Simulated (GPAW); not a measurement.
## A Ta chain with an Al atom on top of one atom: transmission at several levels

Aim: T(E), conductance and thermopower of a Ta chain with an Al atom on top of one atom, and what cheaper settings cost in accuracy.

Program: GPAW 26.7.0. Level of theory: GPAW LCAO, PAW setups; Landauer transmission from Green's functions with principal layers (ASE), zero bias. Results are calculated unless marked as measured.

Most raw output is cut from this account.

## (1) The structure

The cell holds 16 atoms: 15 Ta and 1 Al. Cell: a = 9.000 Å, b = 9.000 Å, c = 36.000 Å, α = 90.0°, β = 90.0°, γ = 90.0°. Regions: left lead, 7 atoms (7 Ta); channel, 2 atoms (1 Ta and 1 Al); right lead, 7 atoms (7 Ta). Vacuum lies along a and b. The structure is stacked along c, and the current runs across the ab planes.

## (2) GPAW, dzp

Localised orbitals split the wire into layers that couple to their neighbours alone, which is what the Green's function method needs; double zeta with polarisation is the usual level for numbers.

run.py reads:

```python
import json
import numpy as np
from ase import Atoms
from ase.transport.calculators import TransportCalculator
from gpaw import GPAW, FermiDirac
from gpaw.lcao.tools import get_lcao_hamiltonian
from scipy.linalg import eigh

# The junction with lead layers at both ends, along the third cell vector
device = Atoms(
    ['Ta', 'Ta', 'Ta', 'Ta', 'Ta', 'Ta', 'Ta', 'Ta', 'Al', 'Ta', 'Ta', 'Ta', 'Ta', 'Ta', 'Ta', 'Ta'],
    positions=[
        [4.50000, 4.50000, 1.20000],
        [4.50000, 4.50000, 3.60000],
        [4.50000, 4.50000, 6.00000],
        [4.50000, 4.50000, 8.40000],
        [4.50000, 4.50000, 10.80000],
        [4.50000, 4.50000, 13.20000],
        [4.50000, 4.50000, 15.60000],
        [4.50000, 4.50000, 18.00000],
        [6.79010, 4.50000, 18.00000],
        [4.50000, 4.50000, 20.40000],
        [4.50000, 4.50000, 22.80000],
        [4.50000, 4.50000, 25.20000],
        [4.50000, 4.50000, 27.60000],
        [4.50000, 4.50000, 30.00000],
        [4.50000, 4.50000, 32.40000],
        [4.50000, 4.50000, 34.80000]],
    cell=[[9.0, 0.0, 0.0], [0.0, 9.0, 0.0], [0.0, 0.0, 36.0]],
    pbc=True)

# One principal layer of the lead: the first 5 atoms of the device
lead = Atoms(
    ['Ta', 'Ta', 'Ta', 'Ta', 'Ta'],
    positions=[
        [4.50000, 4.50000, 1.20000],
        [4.50000, 4.50000, 3.60000],
        [4.50000, 4.50000, 6.00000],
        [4.50000, 4.50000, 8.40000],
        [4.50000, 4.50000, 10.80000]],
    cell=[[9.0, 0.0, 0.0], [0.0, 9.0, 0.0], [0.0, 0.0, 12.0]],
    pbc=True)

settings = dict(mode='lcao', basis='dzp', xc='PBE', h=0.2,
                occupations=FermiDirac(0.1), maxiter=250,
                mixer=dict(beta=0.1, nmaxold=8, weight=100.0),
                convergence=dict(density=0.0001))
energies = np.arange(-2, 2 + 1e-9, 0.05)
eta = 0.0001
n1, n2 = 1, 1
# k and -k transmit alike, so half of the mesh across the current serves
mesh = [(i, j) for i in range(n1) for j in range(n2) if (i, j) <= (-i % n1, -j % n2)]
weights = np.array([1 if (i, j) == (-i % n1, -j % n2) else 2 for i, j in mesh]) / (n1 * n2)

# [... helper functions left out ...]
fermi_lead = ground_state(lead, (1, 1, 10), 'lead.txt')
fermi_device = ground_state(device, (1, 1, 2), 'device.txt')
# [... loop over the mesh left out, but for ...]
        # Shift the lead onto the potential of the device's first layer
        shift = ((H[:, 0, 0] - H0[:, 0, 0]) / S0[0, 0]).real.mean()
# [...]
kT = 8.617333e-5 * 500
bias = [0.1, 0.2, 0.5, 1.0, 1.5, 2.0]
# [... integrals and printing left out ...]
```

The run is started by

```console
> OMP_NUM_THREADS=1 OPENBLAS_NUM_THREADS=1 python run.py
```

Wall time 2.9 min (1 thread of Arm Neoverse V2, shared host); peak memory 1.5 GiB.

This step gave:

| Quantity | Value |
| --- | --- |
| conductance | 4.709 G₀ |
| largest coupling past the next principal layer | 9.06e-8 eV |
| largest misfit of the first principal layer | 0.02752 eV |
| shift that aligns the lead | -0.01121 eV |
| basis functions of the junction | 448 |
| basis functions of a principal layer | 145 |
| transmission at the Fermi level (one spin) | 4.821 |

One spin. The transmission, zone mean by energy, zero at the Fermi level:

| energy (eV) | transmission, zone mean |
| --- | --- |
| -2.00 | 2.40 |
| -1.90 | 2.57 |
| -1.80 | 2.64 |
| -1.70 | 2.83 |
| -1.55 | 2.74 |
| -1.45 | 2.74 |
| -1.35 | 2.73 |
| -1.25 | 2.73 |
| -1.15 | 2.74 |
| -1.05 | 2.77 |
| -0.90 | 2.87 |
| -0.80 | 2.92 |
| -0.70 | 2.96 |
| -0.60 | 2.22 |
| -0.50 | 3.29 |
| -0.40 | 3.43 |
| -0.25 | 3.54 |
| -0.15 | 4.17 |
| -0.05 | 4.49 |
| 0.00 | 4.82 |
| 0.05 | 4.91 |
| 0.10 | 4.94 |
| 0.15 | 4.94 |
| 0.25 | 4.87 |
| 0.40 | 4.74 |
| 0.50 | 4.65 |
| 0.60 | 4.52 |
| 0.70 | 4.39 |
| 0.80 | 4.24 |
| 0.90 | 4.04 |
| 1.05 | 3.68 |
| 1.15 | 3.43 |
| 1.25 | 3.22 |
| 1.35 | 2.65 |
| 1.45 | 3.20 |
| 1.55 | 3.81 |
| 1.60 | 3.83 |
| 1.70 | 3.72 |
| 1.80 | 3.55 |
| 1.90 | 3.26 |
| 2.00 | 2.82 |

Not self-consistent under bias; the bias window is split evenly. The current through one cell, from the zero-bias transmission by bias:

| bias (V) | current through one cell, from the zero-bias transmission (mA) |
| --- | --- |
| 0.100 | 0.0364 |
| 0.200 | 0.0725 |
| 0.500 | 0.176 |
| 1.000 | 0.335 |
| 1.500 | 0.477 |
| 2.000 | 0.612 |

Transmission of the three most open eigenchannels against energy, zero at the Fermi level:

| energy (eV) | channel 1 | channel 2 | channel 3 |
| --- | --- | --- | --- |
| -2.00 | 0.934 | 0.910 | 0.553 |
| -1.85 | 0.956 | 0.954 | 0.704 |
| -1.70 | 0.995 | 0.958 | 0.744 |
| -1.60 | 0.998 | 0.962 | 0.758 |
| -1.45 | 0.998 | 0.966 | 0.766 |
| -1.30 | 0.997 | 0.969 | 0.766 |
| -1.15 | 0.997 | 0.969 | 0.761 |
| -1.05 | 0.997 | 0.967 | 0.756 |
| -0.90 | 0.998 | 0.959 | 0.771 |
| -0.75 | 0.998 | 0.917 | 0.751 |
| -0.60 | 0.998 | 0.763 | 0.454 |
| -0.50 | 0.998 | 0.959 | 0.785 |
| -0.35 | 0.998 | 0.998 | 0.851 |
| -0.20 | 0.998 | 0.996 | 0.952 |
| -0.05 | 0.999 | 0.995 | 0.979 |
| 0.00 | 0.999 | 0.995 | 0.990 |
| 0.05 | 0.995 | 0.995 | 0.995 |
| 0.20 | 0.998 | 0.997 | 0.929 |
| 0.35 | 0.998 | 0.998 | 0.957 |
| 0.50 | 0.998 | 0.998 | 0.960 |
| 0.60 | 0.998 | 0.997 | 0.959 |
| 0.75 | 0.998 | 0.995 | 0.960 |
| 0.90 | 0.998 | 0.990 | 0.956 |
| 1.05 | 0.998 | 0.980 | 0.949 |
| 1.15 | 0.998 | 0.967 | 0.943 |
| 1.30 | 0.998 | 0.943 | 0.871 |
| 1.45 | 0.998 | 0.934 | 0.912 |
| 1.60 | 0.995 | 0.983 | 0.981 |
| 1.70 | 0.997 | 0.996 | 0.876 |
| 1.85 | 0.997 | 0.974 | 0.842 |
| 2.00 | 0.997 | 0.876 | 0.694 |

Couplings past the next layer reach 9.1e-8 eV, small enough to drop; the matrix elements of the cell's first layer differ from the bulk lead's by up to 0.028 eV. That layer keeps its own values in the calculation, and only beyond it is the lead taken as perfect. The Fermi levels of lead and junction count from different zeros of potential, one for each periodic cell; with both set to zero, the small remaining shift is what aligns them. Without spin-orbit coupling, which is large for these atoms, channel counts and T are those of the scalar-relativistic bands. By hand: G = 4.709 × 77.48 μS = 365 μS, a resistance of 2.74 kΩ; at 0.1 V a linear junction would pass 36.5 μA, and the integral over the bias window gives 36.4 μA.

## (3) Single-zeta polarised basis

One radial function a shell plus polarisation makes the matrices smaller; the question is what that costs.

run.py, as its differences from that of step 2:

```diff
@@ -43,3 +43,3 @@
 
-settings = dict(mode='lcao', basis='dzp', xc='PBE', h=0.2,
+settings = dict(mode='lcao', basis='szp(dzp)', xc='PBE', h=0.2,
                 occupations=FermiDirac(0.1), maxiter=250,
```

The job ended after 1.9 min (1 thread; peak memory 1.4 GiB).

Numbers from this step:

| Item | Value |
| --- | --- |
| conductance | 4.752 G₀ |
| largest coupling past the next principal layer | 9.07e-8 eV |
| largest misfit of the first principal layer | 0.02542 eV |
| shift that aligns the lead | -0.01010 eV |
| basis functions of the junction | 249 |
| basis functions of a principal layer | 80 |
| transmission at the Fermi level (one spin) | 4.846 |

One spin. Table of transmission, zone mean by energy, zero at the Fermi level:

| energy (eV) | transmission, zone mean |
| --- | --- |
| -2.00 | 2.51 |
| -1.85 | 2.60 |
| -1.70 | 3.65 |
| -1.60 | 2.72 |
| -1.45 | 2.73 |
| -1.30 | 2.73 |
| -1.15 | 2.73 |
| -1.05 | 2.75 |
| -0.90 | 2.81 |
| -0.75 | 2.88 |
| -0.60 | 2.54 |
| -0.50 | 3.25 |
| -0.35 | 3.44 |
| -0.20 | 3.70 |
| -0.05 | 4.64 |
| 0.00 | 4.85 |
| 0.05 | 4.93 |
| 0.10 | 4.97 |
| 0.20 | 4.93 |
| 0.35 | 4.80 |
| 0.50 | 4.67 |
| 0.60 | 4.57 |
| 0.75 | 4.40 |
| 0.90 | 4.17 |
| 1.05 | 3.86 |
| 1.15 | 3.61 |
| 1.30 | 3.28 |
| 1.45 | 2.62 |
| 1.60 | 3.66 |
| 1.65 | 3.80 |
| 1.70 | 3.77 |
| 1.85 | 3.41 |
| 2.00 | 2.71 |

Not self-consistent under bias; the bias window is split evenly. Current through one cell, from the zero-bias transmission against bias:

| bias (V) | current through one cell, from the zero-bias transmission (mA) |
| --- | --- |
| 0.100 | 0.0367 |
| 0.200 | 0.0731 |
| 0.500 | 0.176 |
| 1.000 | 0.335 |
| 1.500 | 0.478 |
| 2.000 | 0.614 |

Table of transmission of the three most open eigenchannels by energy, zero at the Fermi level:

| energy (eV) | channel 1 | channel 2 | channel 3 |
| --- | --- | --- | --- |
| -2.000 | 0.942 | 0.918 | 0.648 |
| -1.800 | 0.967 | 0.952 | 0.705 |
| -1.600 | 0.997 | 0.962 | 0.747 |
| -1.400 | 0.997 | 0.967 | 0.761 |
| -1.200 | 0.997 | 0.969 | 0.759 |
| -1.000 | 0.997 | 0.965 | 0.750 |
| -0.800 | 0.998 | 0.934 | 0.747 |
| -0.600 | 0.998 | 0.762 | 0.395 |
| -0.400 | 0.998 | 0.997 | 0.816 |
| -0.200 | 0.999 | 0.996 | 0.947 |
| 0.000 | 0.998 | 0.995 | 0.988 |
| 0.200 | 0.998 | 0.997 | 0.937 |
| 0.400 | 0.998 | 0.998 | 0.964 |
| 0.600 | 0.998 | 0.997 | 0.963 |
| 0.800 | 0.998 | 0.995 | 0.959 |
| 1.000 | 0.998 | 0.989 | 0.951 |
| 1.200 | 0.998 | 0.972 | 0.945 |
| 1.400 | 0.998 | 0.924 | 0.898 |
| 1.600 | 0.998 | 0.960 | 0.947 |
| 1.800 | 0.996 | 0.994 | 0.845 |
| 2.000 | 0.996 | 0.799 | 0.692 |

The conductance, 4.75 G₀, lies 0.9 % above that of the dzp run.

## (4) Minimal basis

The minimal basis is the cheapest rung: no second zeta and no polarisation.

run.py, as its differences from that of step 3:

```diff
@@ -43,3 +43,3 @@
 
-settings = dict(mode='lcao', basis='szp(dzp)', xc='PBE', h=0.2,
+settings = dict(mode='lcao', basis='sz(dzp)', xc='PBE', h=0.2,
                 occupations=FermiDirac(0.1), maxiter=250,
```

Elapsed: 79 s, on 1 thread; peak memory 1.3 GiB.

Numbers from this step:

| Quantity | Value |
| --- | --- |
| conductance | 4.687 G₀ |
| largest misfit of the first principal layer | 0.03196 eV |
| shift that aligns the lead | -0.01234 eV |
| basis functions of the junction | 199 |
| basis functions of a principal layer | 65 |
| transmission at the Fermi level (one spin) | 4.773 |

The conductance, 4.69 G₀, lies 0.5 % below that of the dzp run.

## (5) LDA in the dzp basis: xc = "LDA"

Back in the dzp basis, the functional changes from PBE to LDA, to set the spread between functionals beside that between bases.

run.py, as its differences from that of step 4:

```diff
@@ -43,3 +43,3 @@
 
-settings = dict(mode='lcao', basis='sz(dzp)', xc='PBE', h=0.2,
+settings = dict(mode='lcao', basis='dzp', xc='LDA', h=0.2,
                 occupations=FermiDirac(0.1), maxiter=250,
```

Run time: 2.7 min. Hardware: 1 thread; peak memory 1.5 GiB.

This step gave:

```
conductance                                    : 4.872 G₀
largest coupling past the next principal layer : 9.78e-8 eV
largest misfit of the first principal layer    : 0.02535 eV
shift that aligns the lead                     : -0.01438 eV
basis functions of the junction                : 448
basis functions of a principal layer           : 145
transmission at the Fermi level (one spin)     : 4.961
```

One spin. Table of transmission, zone mean by energy, zero at the Fermi level:

| energy (eV) | transmission, zone mean |
| --- | --- |
| -2.00 | 2.51 |
| -1.90 | 2.58 |
| -1.80 | 2.64 |
| -1.75 | 2.99 |
| -1.70 | 2.74 |
| -1.55 | 2.74 |
| -1.45 | 2.74 |
| -1.35 | 2.74 |
| -1.25 | 2.74 |
| -1.15 | 2.76 |
| -1.05 | 2.79 |
| -0.90 | 2.88 |
| -0.80 | 2.96 |
| -0.70 | 3.02 |
| -0.60 | 2.52 |
| -0.50 | 3.30 |
| -0.40 | 3.46 |
| -0.25 | 3.57 |
| -0.15 | 4.29 |
| -0.05 | 4.81 |
| 0.00 | 4.96 |
| 0.05 | 5.03 |
| 0.10 | 5.06 |
| 0.15 | 5.04 |
| 0.25 | 4.96 |
| 0.40 | 4.82 |
| 0.50 | 4.72 |
| 0.60 | 4.61 |
| 0.70 | 4.48 |
| 0.80 | 4.34 |
| 0.90 | 4.15 |
| 1.05 | 3.80 |
| 1.15 | 3.56 |
| 1.25 | 3.35 |
| 1.35 | 3.14 |
| 1.45 | 2.73 |
| 1.55 | 3.53 |
| 1.65 | 3.82 |
| 1.70 | 3.74 |
| 1.80 | 3.50 |
| 1.90 | 3.16 |
| 2.00 | 2.15 |

The conductance, 4.87 G₀, lies 3.5 % above that of the dzp run.

## (6) Cost and result by level

Times are for 1 thread of Arm Neoverse V2, shared host. The series side by side:

| no. | run | conductance (G₀) | time | memory (GiB) |
| --- | --- | --- | --- | --- |
| 1 | dzp | 4.709 | 2.9 min | 1.5 |
| 2 | szp | 4.752 | 1.9 min | 1.4 |
| 3 | sz | 4.687 | 79 s | 1.3 |
| 4 | dzp LDA | 4.872 | 2.7 min | 1.5 |

## (7) Comparison

The curves are compared point by point over the common energies.

This step: comparison of transmission and cost over codes and levels (GPAW 26.7.0).

Ladder, by row:

| step | code | T at the Fermi level (sum over the listed spins) | conductance (G0) | r.m.s. T(E) from the first | wall time (s) | peak memory (GiB) | threads |
| --- | --- | --- | --- | --- | --- | --- | --- |
| dzp | GPAW | 4.821 | 4.709 | 0 | 175.4 | 1.48 | 1 |
| szp | GPAW | 4.846 | 4.752 | 0.1935 | 115.8 | 1.41 | 1 |
| sz | GPAW | 4.773 | 4.687 | 0.2921 | 78.58 | 1.31 | 1 |
| dzp-LDA | GPAW | 4.961 | 4.872 | 0.167 | 159.6 | 1.48 | 1 |

Table of transmission, zone mean, sum over the listed spins by energy, zero at the Fermi level:

| energy (eV) | dzp | szp | sz | dzp-LDA |
| --- | --- | --- | --- | --- |
| -2.00 | 2.40 | 2.51 | 2.49 | 2.51 |
| -1.85 | 2.61 | 2.60 | 2.57 | 2.61 |
| -1.70 | 2.83 | 3.65 | 3.43 | 2.74 |
| -1.50 | 2.74 | 2.73 | 2.72 | 2.74 |
| -1.35 | 2.73 | 2.73 | 2.71 | 2.74 |
| -1.20 | 2.74 | 2.73 | 2.71 | 2.75 |
| -1.05 | 2.77 | 2.75 | 2.73 | 2.79 |
| -0.90 | 2.87 | 2.81 | 2.77 | 2.88 |
| -0.70 | 2.96 | 2.85 | 2.59 | 3.02 |
| -0.55 | 3.08 | 3.12 | 3.12 | 2.93 |
| -0.40 | 3.43 | 3.39 | 3.35 | 3.46 |
| -0.25 | 3.54 | 3.52 | 3.49 | 3.57 |
| -0.10 | 4.47 | 4.45 | 4.32 | 4.57 |
| 0.00 | 4.82 | 4.85 | 4.77 | 4.96 |
| 0.10 | 4.94 | 4.97 | 4.94 | 5.06 |
| 0.25 | 4.87 | 4.89 | 4.88 | 4.96 |
| 0.40 | 4.74 | 4.76 | 4.75 | 4.82 |
| 0.55 | 4.59 | 4.62 | 4.61 | 4.67 |
| 0.70 | 4.39 | 4.46 | 4.45 | 4.48 |
| 0.90 | 4.04 | 4.17 | 4.18 | 4.15 |
| 1.05 | 3.68 | 3.86 | 3.89 | 3.80 |
| 1.20 | 3.34 | 3.51 | 3.57 | 3.45 |
| 1.35 | 2.65 | 3.18 | 3.26 | 3.14 |
| 1.50 | 3.63 | 2.81 | 2.57 | 3.02 |
| 1.60 | 3.83 | 3.66 | 3.15 | 3.81 |
| 1.70 | 3.72 | 3.77 | 3.81 | 3.74 |
| 1.85 | 3.38 | 3.41 | 3.53 | 3.35 |
| 2.00 | 2.82 | 2.71 | 2.64 | 2.15 |

## (8) Grid spacing 0.22, smearing 0.2: h = 0.22 and width = 0.2

The real-space grid carries density and potential; a coarse one breaks translation symmetry along the lead and scatters electrons that should pass. Smearing helps the SCF of a metal converge, but it blurs occupations at band edges near the Fermi level.

This step: GPAW LCAO, PAW setups; Landauer transmission from Green's functions with principal layers (ASE), zero bias (GPAW 26.7.0).

run.py, as its differences from that of step 5:

```diff
@@ -43,4 +43,4 @@
 
-settings = dict(mode='lcao', basis='dzp', xc='LDA', h=0.2,
-                occupations=FermiDirac(0.1), maxiter=250,
+settings = dict(mode='lcao', basis='dzp', xc='PBE', h=0.22,
+                occupations=FermiDirac(0.2), maxiter=250,
                 mixer=dict(beta=0.1, nmaxold=8, weight=100.0),
```

Wall time 2.6 min (1 thread); peak memory 1.2 GiB.

Numbers from this step:

```
conductance                                    : 4.710 G₀
largest coupling past the next principal layer : 9.06e-8 eV
largest misfit of the first principal layer    : 0.01290 eV
shift that aligns the lead                     : -0.002181 eV
transmission at the Fermi level (one spin)     : 4.798
```

One spin. Table of transmission, zone mean by energy, zero at the Fermi level:

energy (eV), transmission, zone mean and a bar from the least value:
```
   -2.000       2.49 ###
   -1.800       2.62 ####
   -1.600       2.72 ######
   -1.400       2.72 ######
   -1.200       2.73 ######
   -1.000       2.80 ######
   -0.800       2.93 ########
   -0.700       2.97 ########
   -0.600       2.23 
   -0.400       3.44 ##############
   -0.200       3.70 ################
    0.000       4.80 #############################
    0.150       4.91 ##############################
    0.200       4.89 ##############################
    0.400       4.75 ############################
    0.600       4.54 ##########################
    0.800       4.24 #######################
    1.000       3.82 ##################
    1.200       3.36 #############
    1.400       2.81 #######
    1.600       3.87 ##################
    1.800       3.57 ###############
    2.000       2.91 ########
```

Not self-consistent under bias; the bias window is split evenly. The current through one cell, from the zero-bias transmission by bias:

| bias (V) | current through one cell, from the zero-bias transmission (mA) |
| --- | --- |
| 0.100 | 0.0364 |
| 0.200 | 0.0724 |
| 0.500 | 0.175 |
| 1.000 | 0.334 |
| 1.500 | 0.477 |
| 2.000 | 0.612 |

Transmission of the three most open eigenchannels against energy, zero at the Fermi level:

| energy (eV) | channel 1 | channel 2 | channel 3 |
| --- | --- | --- | --- |
| -2.00 | 0.940 | 0.905 | 0.644 |
| -1.90 | 0.951 | 0.931 | 0.678 |
| -1.80 | 0.967 | 0.958 | 0.697 |
| -1.70 | 0.995 | 0.963 | 0.721 |
| -1.55 | 0.996 | 0.969 | 0.744 |
| -1.45 | 0.996 | 0.971 | 0.750 |
| -1.35 | 0.996 | 0.973 | 0.754 |
| -1.25 | 0.996 | 0.973 | 0.755 |
| -1.15 | 0.997 | 0.972 | 0.754 |
| -1.05 | 0.997 | 0.970 | 0.753 |
| -0.90 | 0.998 | 0.961 | 0.753 |
| -0.80 | 0.998 | 0.942 | 0.754 |
| -0.70 | 0.998 | 0.868 | 0.757 |
| -0.60 | 0.998 | 0.766 | 0.459 |
| -0.50 | 0.998 | 0.958 | 0.787 |
| -0.40 | 0.998 | 0.996 | 0.828 |
| -0.25 | 0.999 | 0.998 | 0.914 |
| -0.15 | 0.999 | 0.996 | 0.964 |
| -0.05 | 0.999 | 0.996 | 0.983 |
| 0.00 | 0.998 | 0.996 | 0.992 |
| 0.05 | 0.996 | 0.996 | 0.993 |
| 0.15 | 0.998 | 0.997 | 0.949 |
| 0.25 | 0.998 | 0.998 | 0.958 |
| 0.40 | 0.998 | 0.998 | 0.966 |
| 0.50 | 0.998 | 0.998 | 0.966 |
| 0.60 | 0.998 | 0.997 | 0.965 |
| 0.70 | 0.998 | 0.996 | 0.964 |
| 0.80 | 0.998 | 0.995 | 0.961 |
| 0.90 | 0.998 | 0.992 | 0.960 |
| 1.05 | 0.998 | 0.985 | 0.956 |
| 1.15 | 0.998 | 0.973 | 0.954 |
| 1.25 | 0.998 | 0.950 | 0.946 |
| 1.35 | 0.998 | 0.945 | 0.635 |
| 1.45 | 0.998 | 0.941 | 0.926 |
| 1.55 | 0.999 | 0.982 | 0.980 |
| 1.70 | 0.997 | 0.996 | 0.891 |
| 1.80 | 0.997 | 0.993 | 0.866 |
| 1.90 | 0.997 | 0.980 | 0.817 |
| 2.00 | 0.997 | 0.933 | 0.693 |

The conductance equals that of the dzp run to 0.2 %.

## (9) Another change of settings

A last run, with other settings again.

run.py, as its differences from that of step 8:

```diff
@@ -31,16 +31,13 @@
 
-# One principal layer of the lead: the first 5 atoms of the device
+# One principal layer of the lead: the first 2 atoms of the device
 lead = Atoms(
-    ['Ta', 'Ta', 'Ta', 'Ta', 'Ta'],
+    ['Ta', 'Ta'],
     positions=[
         [4.50000, 4.50000, 1.20000],
-        [4.50000, 4.50000, 3.60000],
-        [4.50000, 4.50000, 6.00000],
-        [4.50000, 4.50000, 8.40000],
-        [4.50000, 4.50000, 10.80000]],
-    cell=[[9.0, 0.0, 0.0], [0.0, 9.0, 0.0], [0.0, 0.0, 12.0]],
+        [4.50000, 4.50000, 3.60000]],
+    cell=[[9.0, 0.0, 0.0], [0.0, 9.0, 0.0], [0.0, 0.0, 4.8]],
     pbc=True)
 
-settings = dict(mode='lcao', basis='dzp', xc='PBE', h=0.22,
-                occupations=FermiDirac(0.2), maxiter=250,
+settings = dict(mode='lcao', basis='dzp', xc='PBE', h=0.2,
+                occupations=FermiDirac(0.1), maxiter=50,
                 mixer=dict(beta=0.1, nmaxold=8, weight=100.0),
```

The job ended after 2.4 min (1 thread; peak memory 1.4 GiB).

The run ended with an error.

The program's message: “LinAlgError: The leading minor of order 36 of B is not positive definite. The factorization of B could not be completed and no eigenvalues or eigenvectors were computed.”

The change that led to it: n_lead = 2 and period = 4.8.

## (10) Outcome

```yaml
conductance: 4.71 G₀
transmission_at_the_fermi_level_mean_of_the_spins: 4.82
```

In the dzp basis the junction conducts 4.71 G₀ at 500 K, with T = 4.82 a spin at the Fermi level; the sz basis reaches that conductance within 10 %. At the Fermi level the three most open eigenchannels pass 1.00, 0.99 and 0.99. Measured against the first run (dzp), the nearest curve is that of dzp-LDA (r.m.s. 0.17) and the farthest that of sz (0.29). Over the compared runs wall time goes from 79 s (sz) to 175 s (dzp), on a shared host. The geometry was built from estimated bond lengths and not relaxed, so the numbers describe this model structure. The run had no spin polarisation, so a magnetic state, which chains and small molecules with open shells often have, wasn't tested. Spin-orbit coupling is left out, which matters for the heavy atoms here. An evenly spaced straight chain is an idealisation: free chains tend to dimerise, zigzag or, where a band edge lies near the Fermi level, turn magnetic. The currents use the zero-bias T(E) throughout, which holds only while the bias is small against the distance to the nearest feature. The thermopower isn't quoted: it samples T(E) farther from the Fermi level than the conductance does, and the energy grid wasn't tested for it.

[Logs are printed without paths, hosts, clocks, repeated set-up lines and the standing remarks that a program may print on its own settings, such as how far it seeks lower states.]

[Hosts, paths, dates, database ids (printed as entryN), source tags and the programs' standing remarks are cut or masked in the printed files.]
